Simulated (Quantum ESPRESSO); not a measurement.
**K (Im-3m): electron-phonon coupling**

How strong is the electron-phonon coupling in K (Im-3m)?

Program: Quantum ESPRESSO 7.5. Level of theory: DFT LDA, scalar-relativistic, plane waves, PseudoDojo norm-conserving pseudopotentials. Results are calculated unless marked as measured.

The database entry behind the starting cell lists a temperature near 5 K, so it need not match the best structure at ambient conditions.

### Step 1. Starting point

The structure is cubic, space group Im-3m (No. 229). The conventional cell has a = 5.225 Å, b = 5.225 Å, c = 5.225 Å, α = 90.00°, β = 90.00°, γ = 90.00°. Nearest to K lie 8 K at 4.52 Å.

### Step 2. A first look

Before anything dear is run, a loose run with smearing shows whether this is a metal and how far the cell is from rest.

The input, probe.in:

```
 &control
    calculation='scf',
    prefix='x',
    outdir='./tmp',
    pseudo_dir='./pseudo',
    tprnfor=.true.,
    tstress=.true.,
    verbosity='high',
 /
 &system
    ibrav=0,
    nat=1,
    ntyp=1,
    ecutwfc=72.0,
    occupations='smearing',
    smearing='gaussian',
    degauss=0.01,
 /
 &electrons
    conv_thr=1.0d-07,
    mixing_beta=0.7,
    electron_maxstep=100,
 /
ATOMIC_SPECIES
 K      39.0983  K.upf
CELL_PARAMETERS angstrom
    -2.612500000    2.612500000    2.612500000
     2.612500000   -2.612500000    2.612500000
     2.612500000    2.612500000   -2.612500000
ATOMIC_POSITIONS crystal
 K      0.000000000   0.000000000   0.000000000
K_POINTS automatic
 6 6 6 0 0 0
```

On the command line:

```sh
$ OMP_NUM_THREADS=1 mpirun -n 4 pw.x -nk 4 -in probe.in > probe.out
```

The log of the run:

```text
[banners, grids, parts of the stress and lines that vanish by symmetry left out]
Program PWSCF v.7.5
     Message from routine setup:
     using ibrav=0 with symmetry is DISCOURAGED, use correct ibrav instead
[...]
kinetic-energy cutoff     =      72.0000  Ry
     charge density cutoff     =     288.0000  Ry
     scf convergence threshold =      1.0E-07
[...]
Exchange-correlation= SLA  PW   NOGX NOGC
                           (   1   4   0   0   0   0   0)
[...]
48 Sym. Ops., with inversion, found
[...]
(     0          1          0      )
                  (     0          0          1      )
[...]
(  0.0000000  1.0000000 -0.0000000 )
                  ( -0.0000000 -0.0000000  1.0000000 )
[...]
(     1          0          0      )
                  (    -1         -1         -1      )
[...]
(    -1          0          0      )
                  (     0          0         -1      )
[...]
( -1.0000000 -0.0000000  0.0000000 )
                  (  0.0000000  1.0000000 -0.0000000 )
[...]
number of k points=    16  Gaussian smearing, width (Ry)=  0.0100
[...]
c_bands:  1 eigenvalues not converged
     c_bands:  1 eigenvalues not converged
[...]
End of self-consistent calculation
[...]
the Fermi energy is     1.7468 ev
!    total energy              =     -59.83941595 Ry
[...]
convergence has been achieved in   4 iterations
[...]
atom    1 type  1   force =     0.00000000    0.00000000    0.00000000
[...]
Total force =     0.000000     Total SCF correction =     0.000000
[...]
total   stress  (Ry/bohr**3)                   (kbar)     P=       -3.71
[...]
XML data file, charge density, pseudopotentials, collected wavefunctions

   JOB DONE.
```

Wall time 3.2 s (4 MPI ranks of Arm Neoverse V1, shared host); 12 s of CPU time.

Read from the output:

| Property | Result |
| --- | --- |
| volume per atom | 71.32 Å³ |
| pressure | -0.371 GPa |
| gap on the k-mesh | 0 eV |

No gap opens on this mesh, so smearing is kept; the start stands at -0.37 GPa.

### Step 3. Relaxation

The relaxation runs at a cutoff a fifth above that of the response, since stress converges more slowly with the basis than frequencies do. Forces and stress are brought to rest with tight thresholds.

The input, relax.in:

```
 &control
    calculation='vc-relax',
    prefix='x',
    outdir='./tmp',
    pseudo_dir='./pseudo',
    tprnfor=.true.,
    tstress=.true.,
    forc_conv_thr=2.0d-05,
    etot_conv_thr=1.0d-07,
    nstep=40,
 /
 &system
    ibrav=0,
    nat=1,
    ntyp=1,
    ecutwfc=86,
    occupations='smearing',
    smearing='mv',
    degauss=0.02,
 /
 &electrons
    conv_thr=1.0d-11,
    mixing_beta=0.7,
    electron_maxstep=100,
 /
 &ions
 /
 &cell
    press_conv_thr=0.2,
 /
ATOMIC_SPECIES
 K      39.0983  K.upf
CELL_PARAMETERS angstrom
    -2.612500000    2.612500000    2.612500000
     2.612500000   -2.612500000    2.612500000
     2.612500000    2.612500000   -2.612500000
ATOMIC_POSITIONS crystal
 K      0.000000000   0.000000000   0.000000000
K_POINTS automatic
 10 10 10 0 0 0
```

On the command line:

```sh
$ OMP_NUM_THREADS=1 mpirun -n 4 pw.x -nk 4 -in relax.in > relax.out
```

The log of the run:

```text
[banners, grids, parts of the stress and lines that vanish by symmetry left out]
[banner, memory and clock lines left out]
Program PWSCF v.7.5

[...]
kinetic-energy cutoff     =      86.0000  Ry
     charge density cutoff     =     344.0000  Ry
     scf convergence threshold =      1.0E-11
[...]
energy convergence thresh.=      1.0E-07
     force convergence thresh. =      2.0E-05
     press convergence thresh. =      2.0E-01
     Exchange-correlation= SLA  PW   NOGX NOGC
                           (   1   4   0   0   0   0   0)
[...]
48 Sym. Ops., with inversion, found
[...]
number of k points=    47  Marzari-Vanderbilt smearing, width (Ry)=  0.0200
[...]
c_bands:  1 eigenvalues not converged
     c_bands:  1 eigenvalues not converged
[...]
End of self-consistent calculation
[...]
the Fermi energy is     1.7415 ev
!    total energy              =     -59.84013729 Ry
[...]
convergence has been achieved in   6 iterations
[...]
atom    1 type  1   force =     0.00000000    0.00000000    0.00000000
     Total force =     0.000000     Total SCF correction =     0.000000
[...]
total   stress  (Ry/bohr**3)                   (kbar)     P=       -3.85
[...]
number of bfgs steps    =   0
[...]
CELL_PARAMETERS (angstrom)
[...]
ATOMIC_POSITIONS (crystal)
K                0.0000000000        0.0000000000        0.0000000000
[...]
New effective cutoffs (rho, wfc):  343.84   86.11
[...]
End of self-consistent calculation
[...]
the Fermi energy is     1.7496 ev
!    total energy              =     -59.84016183 Ry
[...]
convergence has been achieved in   3 iterations
[...]
atom    1 type  1   force =     0.00000000    0.00000000    0.00000000
     Total force =     0.000000     Total SCF correction =     0.000000
[...]
total   stress  (Ry/bohr**3)                   (kbar)     P=       -3.79
[...]
number of bfgs steps    =   1
[...]
WARNING: bfgs curvature condition failed, Theta= 0.813
[...]
CELL_PARAMETERS (angstrom)
[...]
ATOMIC_POSITIONS (crystal)
K                0.0000000000        0.0000000000        0.0000000000
[...]
New effective cutoffs (rho, wfc):  344.51   86.27
[...]
End of self-consistent calculation
[...]
the Fermi energy is     1.7619 ev
!    total energy              =     -59.84019787 Ry
[...]
convergence has been achieved in   4 iterations
[...]
atom    1 type  1   force =     0.00000000    0.00000000    0.00000000
     Total force =     0.000000     Total SCF correction =     0.000000
[...]
total   stress  (Ry/bohr**3)                   (kbar)     P=       -3.71
[...]
number of bfgs steps    =   2
[...]
CELL_PARAMETERS (angstrom)
[...]
ATOMIC_POSITIONS (crystal)
K                0.0000000000        0.0000000000        0.0000000000
[...]
New effective cutoffs (rho, wfc):  345.53   86.53
[...]
End of self-consistent calculation
[...]
the Fermi energy is     1.7803 ev
!    total energy              =     -59.84025022 Ry
[...]
convergence has been achieved in   4 iterations
[...]
atom    1 type  1   force =     0.00000000    0.00000000    0.00000000
     Total force =     0.000000     Total SCF correction =     0.000000
[...]
total   stress  (Ry/bohr**3)                   (kbar)     P=       -2.54
[...]
number of bfgs steps    =   6
[...]
the Fermi energy is     2.0146 ev
!    total energy              =     -59.84071186 Ry
[...]
convergence has been achieved in   6 iterations
[...]
atom    1 type  1   force =     0.00000000    0.00000000    0.00000000
     Total force =     0.000000     Total SCF correction =     0.000000
[...]
total   stress  (Ry/bohr**3)                   (kbar)     P=       -1.71
[...]
number of bfgs steps    =   7
[...]
the Fermi energy is     2.1703 ev
!    total energy              =     -59.84081880 Ry
[...]
convergence has been achieved in   6 iterations
[...]
atom    1 type  1   force =     0.00000000    0.00000000    0.00000000
     Total force =     0.000000     Total SCF correction =     0.000000
[...]
total   stress  (Ry/bohr**3)                   (kbar)     P=       -0.31
[...]
number of bfgs steps    =   8
[...]
New effective cutoffs (rho, wfc):  368.44   92.27
[...]
the Fermi energy is     2.2043 ev
!    total energy              =     -59.84082194 Ry
[...]
convergence has been achieved in   5 iterations
[...]
atom    1 type  1   force =     0.00000000    0.00000000    0.00000000
     Total force =     0.000000     Total SCF correction =     0.000000
[...]
total   stress  (Ry/bohr**3)                   (kbar)     P=        0.02
[...]
number of bfgs steps    =   9
[...]
CELL_PARAMETERS (angstrom)
[...]
ATOMIC_POSITIONS (crystal)
K                0.0000000000        0.0000000000        0.0000000000
[...]
New effective cutoffs (rho, wfc):  368.33   92.24
[...]
End of self-consistent calculation
[...]
the Fermi energy is     2.2023 ev
!    total energy              =     -59.84082195 Ry
[...]
convergence has been achieved in   3 iterations
[...]
atom    1 type  1   force =     0.00000000    0.00000000    0.00000000
     Total force =     0.000000     Total SCF correction =     0.000000
[...]
total   stress  (Ry/bohr**3)                   (kbar)     P=       -0.00
[...]
bfgs converged in  11 scf cycles and  10 bfgs steps
[...]
End of BFGS Geometry Optimization
     Final enthalpy           =     -59.8408219502 Ry
     File ./tmp/x.bfgs deleted, as requested
[...]
CELL_PARAMETERS (angstrom)
[...]
ATOMIC_POSITIONS (crystal)
K                0.0000000000        0.0000000000        0.0000000000
[...]
Final scf calculation at the relaxed structure.
[...]
kinetic-energy cutoff     =      86.0000  Ry
     charge density cutoff     =     344.0000  Ry
     scf convergence threshold =      1.0E-13
[...]
press convergence thresh. =      2.0E-01
     Exchange-correlation= SLA  PW   NOGX NOGC
                           (   1   4   0   0   0   0   0)
[...]
48 Sym. Ops., with inversion, found
[...]
number of k points=    47  Marzari-Vanderbilt smearing, width (Ry)=  0.0200
[...]
c_bands:  1 eigenvalues not converged
     c_bands:  3 eigenvalues not converged
[...]
c_bands:  5 eigenvalues not converged
[...]
c_bands:  1 eigenvalues not converged
[...]
End of self-consistent calculation
[...]
the Fermi energy is     2.2023 ev
!    total energy              =     -59.84081878 Ry
[...]
convergence has been achieved in   8 iterations
[...]
atom    1 type  1   force =     0.00000000    0.00000000    0.00000000
     Total force =     0.000000     Total SCF correction =     0.000000
[...]
total   stress  (Ry/bohr**3)                   (kbar)     P=       -0.00
[...]
XML data file, charge density, pseudopotentials, collected wavefunctions
```

Elapsed: 2 min, on 4 MPI ranks.

Relaxation path:

```tsv
step	energy less that of the first step (eV)	largest force (eV/Å)	pressure (GPa)	volume (Å³)
1	0.0000	0.0000	-0.39	71.32
2	-0.0003	0.0000	-0.38	71.18
3	-0.0008	0.0000	-0.37	70.97
4	-0.0015	0.0000	-0.36	70.66
5	-0.0026	0.0000	-0.34	70.19
6	-0.0040	0.0000	-0.30	69.49
7	-0.0058	0.0000	-0.25	68.45
8	-0.0078	0.0000	-0.17	66.91
9	-0.0093	0.0000	-0.03	64.65
10	-0.0093	0.0000	0.00	64.17
11	-0.0093	0.0000	0.00	64.20
12	-0.0093	0.0000	0.00	64.20
```

```tsv
conventional cell, symmetrised	before	after	change
a (Å)	5.225	5.045	-3.4 %
b (Å)	5.225	5.045	-3.4 %
c (Å)	5.225	5.045	-3.4 %
volume (Å³/atom)	71.32	64.20	-10.0 %
```

Final coordinates:

```
CELL_PARAMETERS angstrom
-2.52249 2.52249 2.52249
2.52249 -2.52249 2.52249
2.52249 2.52249 -2.52249
ATOMIC_POSITIONS crystal
K 0.00000 0.00000 0.00000
```

The last row of the table of steps is pw.x's closing run on a basis chosen anew for the final cell, so its energy can jump.

Numbers from this step:

```yaml
volume_per_atom: 64.20 Å³
pressure: 0 GPa
```

The volume changes by -10.0 % from the cell with which this run began.

### Step 4. Ground state

Perturbation theory inherits every error of the wavefunctions, so the threshold is set near the limit of the arithmetic. Smearing stays on, as the first look found no gap above 0.3 eV.

The input, scf.in:

```
 &control
    calculation='scf',
    prefix='x',
    outdir='./tmp',
    pseudo_dir='./pseudo',
    tprnfor=.true.,
    tstress=.true.,
 /
 &system
    ibrav=0,
    nat=1,
    ntyp=1,
    ecutwfc=72.0,
    occupations='smearing',
    smearing='mv',
    degauss=0.02,
 /
 &electrons
    conv_thr=1.0d-12,
    mixing_beta=0.7,
    electron_maxstep=100,
 /
ATOMIC_SPECIES
 K      39.0983  K.upf
CELL_PARAMETERS angstrom
    -2.522486966    2.522486966    2.522486966
     2.522486966   -2.522486966    2.522486966
     2.522486966    2.522486966   -2.522486966
ATOMIC_POSITIONS crystal
 K      0.000000000   0.000000000   0.000000000
K_POINTS automatic
 12 12 12 0 0 0
```

On the command line:

```sh
$ OMP_NUM_THREADS=1 mpirun -n 4 pw.x -nk 4 -in scf.in > scf.out
```

The log of the run:

```text
[banners, grids, parts of the stress and lines that vanish by symmetry left out]
[banner, memory and clock lines left out]
Program PWSCF v.7.5

[...]
kinetic-energy cutoff     =      72.0000  Ry
     charge density cutoff     =     288.0000  Ry
     scf convergence threshold =      1.0E-12
[...]
Exchange-correlation= SLA  PW   NOGX NOGC
                           (   1   4   0   0   0   0   0)
[...]
48 Sym. Ops., with inversion, found
[...]
number of k points=    72  Marzari-Vanderbilt smearing, width (Ry)=  0.0200
[...]
c_bands:  2 eigenvalues not converged
     c_bands:  1 eigenvalues not converged
[...]
End of self-consistent calculation
[...]
the Fermi energy is     2.1977 ev
!    total energy              =     -59.84088128 Ry
[...]
convergence has been achieved in   7 iterations
[...]
atom    1 type  1   force =     0.00000000    0.00000000    0.00000000
     Total force =     0.000000     Total SCF correction =     0.000000
[...]
total   stress  (Ry/bohr**3)                   (kbar)     P=       -0.08
[...]
XML data file, charge density, pseudopotentials, collected wavefunctions
```

Wall time 14 s (4 MPI ranks).

Read from the output:

```
pressure : -0.008 GPa
```

The cell stands at -0.008 GPa, close enough for phonons.

### Step 5. Levels on a dense mesh

The coupling is a sum over pairs of states at the Fermi level and needs a much denser mesh than the density does.

scf_fit.in, as its differences from scf.in of step 4:

```diff
@@ -16,5 +16,6 @@
     degauss=0.02,
+    la2F=.true.,
  /
  &electrons
-    conv_thr=1.0d-12,
+    conv_thr=1.0d-10,
     mixing_beta=0.7,
@@ -31,2 +32,2 @@
 K_POINTS automatic
- 12 12 12 0 0 0
+ 24 24 24 0 0 0
```

On the command line:

```sh
$ OMP_NUM_THREADS=1 mpirun -n 4 pw.x -nk 4 -in scf_fit.in > scf_fit.out
```

The log of the run:

```text
[banners, grids, parts of the stress and lines that vanish by symmetry left out]
[banner, memory and clock lines left out]
Program PWSCF v.7.5

[...]
kinetic-energy cutoff     =      72.0000  Ry
     charge density cutoff     =     288.0000  Ry
     scf convergence threshold =      1.0E-10
[...]
Exchange-correlation= SLA  PW   NOGX NOGC
                           (   1   4   0   0   0   0   0)
[...]
48 Sym. Ops., with inversion, found
[...]
number of k points=   413  Marzari-Vanderbilt smearing, width (Ry)=  0.0200
[...]
c_bands:  1 eigenvalues not converged
     c_bands:  1 eigenvalues not converged
     c_bands:  1 eigenvalues not converged
     c_bands:  1 eigenvalues not converged
[...]
c_bands:  1 eigenvalues not converged
     c_bands:  1 eigenvalues not converged
[...]
End of self-consistent calculation
[...]
the Fermi energy is     2.2006 ev
!    total energy              =     -59.84092890 Ry
[...]
convergence has been achieved in   6 iterations
[...]
atom    1 type  1   force =     0.00000000    0.00000000    0.00000000
     Total force =     0.000000     Total SCF correction =     0.000000
[...]
total   stress  (Ry/bohr**3)                   (kbar)     P=       -0.12
[...]
XML data file, charge density, pseudopotentials, collected wavefunctions
```

Wall time 67 s (4 MPI ranks); 4.5 min of CPU time.

Read from the output:

```
pressure : -0.01200 GPa
```

### Step 6. Self-consistent run for the response

The run on the dense mesh left its levels for the electron-phonon sums; ph.x needs the ground state on the coarse mesh, so pw.x runs once more in the same folder.

scf.in is that of step 4.

On the command line:

```sh
$ OMP_NUM_THREADS=1 mpirun -n 4 pw.x -nk 4 -in scf.in > scf.out
```

The log of the run:

```text
[banners, grids, parts of the stress and lines that vanish by symmetry left out]
[banner, memory and clock lines left out]
Program PWSCF v.7.5

[...]
kinetic-energy cutoff     =      72.0000  Ry
     charge density cutoff     =     288.0000  Ry
     scf convergence threshold =      1.0E-12
[...]
Exchange-correlation= SLA  PW   NOGX NOGC
                           (   1   4   0   0   0   0   0)
[...]
48 Sym. Ops., with inversion, found
[...]
number of k points=    72  Marzari-Vanderbilt smearing, width (Ry)=  0.0200
[...]
c_bands:  2 eigenvalues not converged
     c_bands:  1 eigenvalues not converged
[...]
End of self-consistent calculation
[...]
the Fermi energy is     2.1977 ev
!    total energy              =     -59.84088128 Ry
[...]
convergence has been achieved in   7 iterations
[...]
atom    1 type  1   force =     0.00000000    0.00000000    0.00000000
     Total force =     0.000000     Total SCF correction =     0.000000
[...]
total   stress  (Ry/bohr**3)                   (kbar)     P=       -0.08
[...]
XML data file, charge density, pseudopotentials, collected wavefunctions
```

Elapsed: 14 s, on 4 MPI ranks; 56 s of CPU time.

Numbers from this step:

```
pressure : -0.008 GPa
```

(Continued in part 2 of 3.)

[Host names and launcher messages were left out of these logs when they were recorded.]

[Logs are printed without paths, hosts, clocks, repeated set-up lines and the standing remarks that a program may print on its own settings, such as how far it seeks lower states.]

[Hosts, paths, dates, database ids (printed as entryN), source tags and the programs' standing remarks are cut or masked in the printed files.]
